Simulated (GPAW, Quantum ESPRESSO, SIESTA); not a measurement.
# Birch–Murnaghan line for zincblende SiC, SIESTA DZP, PBE

Calculated with SIESTA 5.4.2: PBE; DZP orbitals, shift 0.01 Ry, mesh 400 Ry; k-mesh 9×9×9. The volume is changed in steps from typed lattice constants. V0 = 10.576 Å³ an atom is where a Birch–Murnaghan fit to this level's pressures, the withheld one apart, crosses zero; rows within 2.5 % of V0 are left out, since F is ill-conditioned there. The typed cell is scaled evenly, with no relaxation, and each row is a single point.

| volume (Å³/atom) | pressure (GPa) |
| --- | --- |
| 9.6632 | 22.59 |
| 9.8732 | 16.46 |
| 10.083 | 10.78 |
| 10.293 | 5.897 |
| 10.924 | -6.173 |
| 11.134 | ? |
| 11.344 | -12.33 |

Task: Fit the third-order Birch–Murnaghan equation to the rows given and interpolate to the withheld row.

Worked fit:

Take the Eulerian strain f = ½[(V0/V)^(2/3) − 1] and the normalised pressure F = P / [3f(1 + 2f)^(5/2)]. The third-order Birch–Murnaghan equation is then the line F = B0 + (3/2)B0(B′ − 4) f, so u = f and v = F.

```
     u = f  v = F (GPa)
 0.0310112      208.902
 0.0234546      208.597
 0.0161681      205.252
0.00912331      205.932
-0.0106760      203.423
-0.0228296      202.341
```

With n = 6: mean u = 0.00770858, mean v = 205.741, Σ(u − ū)² = 0.0021351, Σ(u − ū)(v − v̄) = 0.26120. Slope b = 0.26120 / 0.0021351 = 122.34; intercept a = v̄ − b ū = 204.80.

So B0 = 204.8 GPa and B′ = 4 + 2b/(3a) = 4.40. At the withheld volume f = -0.01685, F = 202.7 GPa, and P = 3f(1 + 2f)^(5/2) F.

Prediction at 11.134: -9.406 GPa. The run gave -9.359 GPa, so the fit is low by 0.047 GPa (0.50 % of the value).

A fit to this level's energies over the whole scan gives V0 = 10.576 Å³, B0 = 204.7 GPa and B′ = 4.41. Among the rows given, the largest miss of the fit is at 10.083, by 0.080 GPa (0.23 % of the range of the table).

Limits: The nuclei are static. The DFT runs use Fermi–Dirac occupations of width 0.01 eV, and energies are free energies.

[Logs are printed without paths, hosts, clocks, repeated set-up lines and the standing remarks that a program may print on its own settings, such as how far it seeks lower states.]

[Hosts, paths, dates, database ids (printed as entryN), source tags and the programs' standing remarks are cut or masked in the printed files.]
